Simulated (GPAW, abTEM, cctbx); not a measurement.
# (CdO)1(YN)1: the scripts behind a bonding study

Short scripts, each with its output. The cell is a (CdO)1(YN)1 superlattice along [001] of the rock-salt type, started at the mean lattice constant and relaxed freely, with no substrate.

**1. Relax the structure**

```text
cell
1.0
     3.422396821    0.000000000    0.000000000
     0.000000000    3.422396821    0.000000000
     0.000000000    0.000000000    4.840000000
Cd O Y N
1 1 1 1
Direct
0.000000000 0.000000000 0.000000000
0.500000000 0.500000000 0.000000000
0.500000000 0.500000000 0.500000000
0.000000000 0.000000000 0.500000000
```

```python
from ase.constraints import FixSymmetry
from ase.filters import FrechetCellFilter
from ase.io import read, write
from ase.optimize import BFGS
from ase.parallel import parprint
from gpaw import GPAW, PW, FermiDirac

atoms = read("start.vasp")
atoms.set_constraint(FixSymmetry(atoms))
atoms.calc = GPAW(mode=PW(900), xc="PBE", kpts={"size": (7, 7, 5), "gamma": True},
                 occupations=FermiDirac(0.05), maxiter=120, symmetry={"tolerance": 1e-5}, txt="relax.txt")
BFGS(FrechetCellFilter(atoms), maxstep=0.15).run(fmax=0.03, steps=50)
parprint("cell  %.4f %.4f %.4f  %.2f %.2f %.2f" % tuple(atoms.cell.cellpar()))
parprint("volume %.3f A^3, largest force %.3f eV/A, largest stress %.2f GPa" % (atoms.get_volume(), abs(atoms.get_forces()).max(), 160.218 * abs(atoms.get_stress()).max()))
atoms.set_constraint()
write("relaxed.vasp", atoms, direct=True)
```

```console
$ OMP_NUM_THREADS=1 mpirun -n 4 gpaw python run.py > gpaw.log
```

```text
      Step        Energy          fmax
BFGS:    0      -25.007147        0.674146
BFGS:    1      -25.014688        0.646109
BFGS:    2      -25.090878        0.191617
BFGS:    3      -25.096429        0.180095
BFGS:    4      -25.097772        0.158561
BFGS:    5      -25.100959        0.062707
BFGS:    6      -25.101803        0.022296
cell  3.5019 3.5019 4.6032  90.00 90.00 90.00
volume 56.452 A^3, largest force 0.000 eV/A, largest stress 0.25 GPa
```

Time: 3 min on 4 cores of Arm Neoverse N1 (shared host), peak memory 1 GiB.

**2. Build the all-electron density and subtract free atoms**

```text
cell
1.0
     3.501949270    0.000000000    0.000000000
     0.000000000    3.501949270    0.000000000
     0.000000000    0.000000000    4.603177540
Cd Y O N
1 1 1 1
Direct
0.000000000 0.000000000 0.000000000
0.500000000 0.500000000 0.500000000
0.500000000 0.500000000 0.000000000
0.000000000 0.000000000 0.500000000
```

```python
import numpy as np
from ase.io import read
from ase.units import Bohr
from gpaw import GPAW, PW, FermiDirac
from gpaw.calculator import GPAW as OldGPAW
from gpaw.mpi import serial_comm, world
from scipy.special import erfc
from scipy.spatial import cKDTree

atoms = read("cell.vasp")
atoms.calc = GPAW(mode=PW(550), xc="PBE", kpts={"size": (7, 7, 6), "gamma": True},
                 occupations=FermiDirac(0.05), maxiter=120, symmetry={"tolerance": 1e-5}, txt="scf.txt")
atoms.get_potential_energy()
rho = atoms.calc.get_all_electron_density(gridrefinement=2)
moments = atoms.get_magnetic_moments() if atoms.calc.get_number_of_spins() == 2 else np.zeros(len(atoms))
total = atoms.get_magnetic_moment() if moments.any() else 0.0
if world.rank == 0:
    free = OldGPAW(mode=PW(550), xc="PBE", txt=None, communicator=serial_comm)
    neutral = atoms.copy()
    neutral.set_initial_magnetic_moments(None)
    free.initialize(neutral)
    free.set_positions(neutral)
    drho = rho - free.get_all_electron_density(gridrefinement=2)
    # GPAW starts from confined atoms: exchange their smooth part for that of the datasets' free atoms
    h = np.stack(np.meshgrid(*[np.fft.fftfreq(n, 1 / n) for n in drho.shape], indexing="ij"), -1)
    gabs = np.linalg.norm(h @ atoms.cell.reciprocal(), axis=-1)
    tails = np.fft.fftn(free.get_pseudo_density(gridrefinement=2))
    g, form, v0 = np.linspace(0, gabs.max(), 1500), {}, 0
    for e in set(atoms.symbols):
        idx = atoms.symbols.search(e)
        d = free.setups[idx[0]].data
        r, w = d.rgd.r_g * Bohr, d.rgd.r_g**2 * d.rgd.dr_g
        j0 = np.sinc(2 * g[:, None] * r)
        smooth = sum(f * p**2 for f, p in zip(d.f_j, d.phit_jg)) + np.sqrt(4 * np.pi) * d.nct_g
        full = sum(f * p**2 for f, p in zip(d.f_j, d.phi_jg)) + np.sqrt(4 * np.pi) * d.nc_g
        phase = sum(np.exp(-2j * np.pi * h @ s) for s in atoms.get_scaled_positions()[idx])
        tails -= np.interp(gabs, g, j0 @ (smooth * w)) * phase * drho.size / atoms.get_volume()
        form[e] = j0 @ (full * w)
        v0 += 2 * np.pi / 3 * 14.3996 * (full * w * r**2).sum() * len(idx)  # V A^3
    tails *= 0.5 * erfc((gabs - 1.8) / 0.25)  # the tails differ at long wavelengths alone
    drho += np.fft.ifftn(tails).real  # crystal minus superposed spherical free atoms
    np.save("drho.npy", drho)
    dv = atoms.get_volume() / drho.size
    print("grid", drho.shape, " electrons %.3f" % (rho.sum() * dv), " moved by bonding %.3f e" % (abs(drho).sum() * dv / 2))
    pts = np.indices(drho.shape).reshape(3, -1).T / drho.shape @ atoms.cell
    shifts = (np.indices((3, 3, 3)).reshape(3, -1).T - 1) @ atoms.cell
    images = (atoms.positions[None] + shifts[:, None]).reshape(-1, 3)
    dist, idx = cKDTree(images).query(pts, k=4)
    out = drho.ravel()[dist[:, 0] > 0.5]
    print("deformation density beyond 0.5 A of the nuclei: max %.3f, min %.3f e/A^3" % (out.max(), out.min()))
    tie = dist < dist[:, :1] + 1e-4
    q = -np.bincount((idx % len(atoms))[tie], (drho.ravel()[:, None] / tie.sum(1, keepdims=True) * tie)[tie], len(atoms)) * dv
    print("atom        x       y       z   Voronoi charge  moment")
    for a, s, c, m in zip(atoms, atoms.get_scaled_positions(), q, moments):
        print("%-2s%-3d %7.4f %7.4f %7.4f %10.3f %10.2f" % (a.symbol, a.index + 1, *s, c, m))
    np.savez("free.npz", g=g, **form)
    print("mean inner potential of superposed free atoms %.3f V" % (v0 / atoms.get_volume()))
    print("total magnetic moment %.3f muB" % total)
```

```console
$ OMP_NUM_THREADS=1 mpirun -n 4 gpaw python run.py > gpaw.log
```

```text
grid (40, 40, 50)  electrons 102.000  moved by bonding 1.201 e
deformation density beyond 0.5 A of the nuclei: max 0.280, min -0.101 e/A^3
atom        x       y       z   Voronoi charge  moment
Cd1    0.0000  0.0000  0.0000      0.566       0.00
Y 2    0.5000  0.5000  0.5000      0.345       0.00
O 3    0.5000  0.5000  0.0000     -0.357       0.00
N 4    0.0000  0.0000  0.5000     -0.555       0.00
mean inner potential of superposed free atoms 21.549 V
total magnetic moment 0.000 muB
```

Time: 24 s.

**3. Fourier-transform the difference**

```python
from cctbx import adptbx, crystal, miller, xray
from cctbx.eltbx import tiny_pse
import numpy as np

cs = crystal.symmetry(unit_cell=(3.5019, 3.5019, 4.6032, 90, 90, 90), space_group_symbol='Hall: -P 4 2')  # P4/mmm
atoms = [  # label, site, U (iso, or U11 U22 U33 U12 U13 U23 in A^2), occupancy
    ("Cd1", (0, 0, 0), 0.0000, 1),
    ("Y1", (0.5, 0.5, 0.5), 0.0000, 1),
    ("O1", (0.5, 0.5, 0), 0.0000, 1),
    ("N1", (0, 0, 0.5), 0.0000, 1),
]
xs = xray.structure(crystal_symmetry=cs)
for label, site, u, occ in atoms:
    u = adptbx.u_cif_as_u_star(cs.unit_cell(), u) if isinstance(u, tuple) else u
    xs.add_scatterer(xray.scatterer(label, site=site, u=u, occupancy=occ))
xs.scattering_type_registry(table="wk1995")
drho = np.load("drho.npy")
T = np.array([[1, 0, 0], [0, 1, 0], [0, 0, 1]])  # conventional axes in terms of the primitive ones
dF = np.fft.ifftn(drho) * 56.45175  # electrons a conventional cell, indexed by primitive hkl
ms = miller.build_set(cs, anomalous_flag=False, d_min=0.9).sort("resolution")
iam = ms.structure_factors_from_scatterers(xs, algorithm="direct").f_calc()
p1 = xs.expand_to_p1()
z = np.array([tiny_pse.table(sc.scattering_type).atomic_number() for sc in p1.scatterers()])
x = np.array(p1.sites_frac())
free = np.load("free.npz")
print("static structure factors of the conventional cell: F in electrons, V (Mott-Bethe) in volts")
print("   h  k  l      d  |F| table  |F| free   |F| DFT   change   |V| free  |V| DFT  change %")
for h, d, table in list(zip(ms.indices(), ms.d_spacings().data(), iam.data()))[:16]:
    df = dF[tuple(np.rint(np.linalg.solve(T, h)).astype(int))]
    phase = np.exp(2j * np.pi * x @ h)
    f = sum(np.interp(1 / d, free["g"], free[sc.scattering_type]) * p for sc, p in zip(p1.scatterers(), phase))
    fz = (z * phase).sum()
    c = 14.3996 * d * d / (np.pi * cs.unit_cell().volume())
    v0, v1 = abs(fz - f) * c, abs(fz - f - df) * c
    print("%4d%3d%3d %7.4f %9.3f %9.3f %9.3f %8.3f %9.3f %8.3f %8s" % (h + (d, abs(table), abs(f), abs(f + df), abs(f + df) - abs(f), v0, v1, "%.1f" % (100 * (v1 / v0 - 1)) if v0 > 0.02 else "-")))
```

```console
$ python run.py
```

```text
static structure factors of the conventional cell: F in electrons, V (Mott-Bethe) in volts
   h  k  l      d  |F| table  |F| free   |F| DFT   change   |V| free  |V| DFT  change %
   0  0  1  4.6032    10.475    10.462    10.107   -0.355     0.795    0.184    -76.8
   1  0  0  3.5019     8.043     8.027     7.935   -0.092     0.027    0.064    139.1
   1  0  1  2.7871    60.845    60.877    60.128   -0.749     7.015    7.488      6.7
   1  1  0  2.4762    79.495    79.376    79.969    0.593    11.264   10.969     -2.6
   0  0  2  2.3016    77.430    77.307    77.915    0.608    10.621   10.360     -2.5
   1  1  1  2.1807     8.844     8.787     8.867    0.080     0.468    0.437     -6.6
   1  0  2  1.9234     6.382     6.352     6.416    0.064     0.495    0.476     -3.9
   2  0  0  1.7510    68.741    68.677    68.798    0.121     8.295    8.265     -0.4
   1  1  2  1.6858    67.441    67.392    67.509    0.117     7.986    7.959     -0.3
   2  0  1  1.6366     7.540     7.466     7.652    0.187     0.551    0.511     -7.4
   2  1  0  1.5661     5.673     5.619     5.484   -0.135     0.474    0.501      5.7
   0  0  3  1.5344     7.202     7.132     7.014   -0.118     0.548    0.571      4.1
   2  1  1  1.4826    49.965    49.960    50.108    0.147     3.934    3.907     -0.7
   1  0  3  1.4054    48.787    48.790    48.978    0.188     3.722    3.692     -0.8
   2  0  2  1.3935    60.751    60.767    60.733   -0.034     6.501    6.507      0.1
   1  1  3  1.3043     6.281     6.243     6.251    0.007     0.519    0.518     -0.2
```

Time: 0.53 s on 1 core of Arm Neoverse N1 (shared host), peak memory 0.07 GiB.

**4. Propagate a plane wave with and without the bonding term**

```python
import abtem
import numpy as np
from ase.build import make_supercell
from ase.io import read

abtem.config.set({"dask.lazy": False, "fft": "fftw", "diagnostics.progress_bar": False})
M = [[0, -1, 0], [0, 0, -1], [1, 0, 0]]  # rows: x, y and beam direction in the primitive cell's axes
unit = make_supercell(read("cell.vasp"), M)
unit.set_cell(list(unit.cell.lengths()) + [90, 90, 90], scale_atoms=True)
unit.positions[:, 2] += 0.8755  # keeps atomic planes off the slice boundaries
unit.wrap()
slab = unit * (1, 1, 168)
print(slab.get_chemical_formula(), "| box %.2f x %.2f x %.2f A" % tuple(slab.cell.lengths()))

# change of the potential by bonding, from the DFT deformation density (Poisson's equation term by term)
drho = np.load("drho.npy")
prim = read("cell.vasp")
h = np.stack(np.meshgrid(*[np.fft.fftfreq(n, 1 / n) for n in drho.shape], indexing="ij"), -1).reshape(-1, 3).astype(int)
g2 = ((h @ prim.cell.reciprocal()) ** 2).sum(1)
keep = (g2 > 0) & (g2 < 2.5**2)
shape = (101, 132, 22)
vg = np.zeros(shape, complex)
hm = h[keep] @ np.array(M).T
move = np.exp(-2j * np.pi * hm[:, 2] * (0.8755 / unit.cell[2, 2] - 0.5 / shape[2]))  # the same shift, sampled at mid-points
vg[tuple(hm.T % np.array(shape)[:, None])] = -14.3996 / np.pi * (np.fft.fftn(drho).ravel() / drho.size)[keep] / g2[keep] * move
dV = np.fft.ifftn(vg).real * vg.size
dV = dV.reshape(101, 132, 2, 11).mean(3) * unit.cell[2, 2] / 2  # V A, projected in each slice
dV = np.tile(dV.transpose(2, 0, 1), (168, 1, 1))


def build(atoms):
    p = abtem.Potential(atoms, gpts=(101, 132), slice_thickness=[slab.cell[2, 2] / 336] * 336,
                        parametrization="lobato", projection="infinite", exit_planes=28).build()
    p.array[:] += BONDING * dV
    return p


def potentials():
    yield build(slab)  # atoms at rest


for label, BONDING in (("IAM", 0.0), ("DFT", 1.0)):
    print("=====", label)
    potential = build(slab)
    print("grid", potential.gpts, "slices", potential.num_slices)
    thickness = potential.exit_thicknesses
    wave = abtem.PlaneWave(energy=200000)
    dp = np.mean([wave.multislice(p).diffraction_patterns(max_angle="valid").array for p in potentials()], axis=0)
    hkl = [(0, 0, 0), (0, 0, 1), (0, 1, 0), (0, 1, 1), (0, 0, 2), (0, 1, 2), (0, 2, 0)]
    nx, ny = dp.shape[-2:]
    print("intensity of each beam, fraction of the incident wave")
    print("  t (A)" + "".join("%9s" % " ".join(map(str, h)) for h in hkl) + "  diffuse    total")
    grid = np.zeros((nx, ny), bool)
    grid[nx // 2 % 1::1, ny // 2 % 1::1] = True
    for t, a in list(zip(thickness, dp))[1:]:
        idx = [np.rint(np.array(M) @ np.linalg.solve([[1, 0, 0], [0, 1, 0], [0, 0, 1]], h)).astype(int) for h in hkl]
        print("%7.1f" % t + "".join("%9.5f" % a[nx // 2 + i[0] * 1, ny // 2 + i[1] * 1] for i in idx) + "%9.4f%9.4f" % (a[~grid].sum(), a.sum()))
```

```console
$ python run.py
```

```text
Cd168N168O168Y168 | box 3.50 x 4.60 x 588.33 A
===== IAM
grid (101, 132) slices 336
intensity of each beam, fraction of the incident wave
  t (A)    0 0 0    0 0 1    0 1 0    0 1 1    0 0 2    0 1 2    0 2 0  diffuse    total
   49.0  0.78931  0.00104  0.00075  0.00804  0.00777  0.00093  0.00190   0.0000   0.9916
   98.1  0.60626  0.00688  0.00205  0.01334  0.04222  0.00067  0.00862   0.0000   0.9851
  147.1  0.50209  0.00710  0.00389  0.03940  0.05898  0.00016  0.00682   0.0000   0.9770
  196.1  0.33018  0.00453  0.00429  0.08296  0.04466  0.00042  0.00083   0.0000   0.9704
  245.1  0.23355  0.00717  0.00810  0.08999  0.04297  0.00001  0.02133   0.0000   0.9659
  294.2  0.16488  0.00351  0.01453  0.09715  0.03807  0.00054  0.04438   0.0000   0.9622
  343.2  0.10598  0.00114  0.01415  0.10309  0.03950  0.00070  0.04224   0.0000   0.9593
  392.2  0.14591  0.00129  0.01694  0.08507  0.05858  0.00081  0.02446   0.0000   0.9561
  441.2  0.19667  0.00502  0.02294  0.08214  0.06482  0.00064  0.00812   0.0000   0.9529
  490.3  0.25549  0.01569  0.02020  0.07570  0.04792  0.00018  0.00090   0.0000   0.9494
  539.3  0.35828  0.01927  0.01754  0.04036  0.03405  0.00347  0.01016   0.0000   0.9453
  588.3  0.43400  0.02887  0.01162  0.02520  0.01346  0.00660  0.01727   0.0000   0.9373
===== DFT
grid (101, 132) slices 336
intensity of each beam, fraction of the incident wave
  t (A)    0 0 0    0 0 1    0 1 0    0 1 1    0 0 2    0 1 2    0 2 0  diffuse    total
   49.0  0.80097  0.00080  0.00097  0.00584  0.00620  0.00099  0.00161   0.0000   0.9916
   98.1  0.64806  0.00249  0.00215  0.00838  0.03454  0.00123  0.00743   0.0000   0.9849
  147.1  0.58886  0.00218  0.00147  0.02625  0.04901  0.00018  0.00674   0.0000   0.9765
  196.1  0.45366  0.00058  0.00025  0.06244  0.03594  0.00012  0.00008   0.0000   0.9697
  245.1  0.38333  0.00195  0.00057  0.07180  0.03342  0.00031  0.01425   0.0000   0.9656
  294.2  0.33068  0.00238  0.00080  0.08016  0.03031  0.00009  0.03549   0.0000   0.9624
  343.2  0.23464  0.00089  0.00015  0.09361  0.03064  0.00004  0.03818   0.0000   0.9602
  392.2  0.23099  0.00129  0.00009  0.08370  0.05075  0.00002  0.02587   0.0000   0.9579
  441.2  0.26235  0.00095  0.00040  0.08568  0.06829  0.00020  0.01177   0.0000   0.9557
  490.3  0.27093  0.00005  0.00023  0.09492  0.06215  0.00065  0.00060   0.0000   0.9536
  539.3  0.33690  0.00087  0.00021  0.06811  0.05493  0.00075  0.00725   0.0000   0.9506
  588.3  0.40297  0.00077  0.00095  0.05072  0.03582  0.00055  0.02093   0.0000   0.9434
```

Time: 19 s.

[Outputs are excerpts: Python notices, other lines and further rows are left out; steps that failed or that the build refused (PBEsol, TPSS) are not shown.]

[Logs are printed without paths, hosts, clocks, repeated set-up lines and the standing remarks that a program may print on its own settings, such as how far it seeks lower states.]
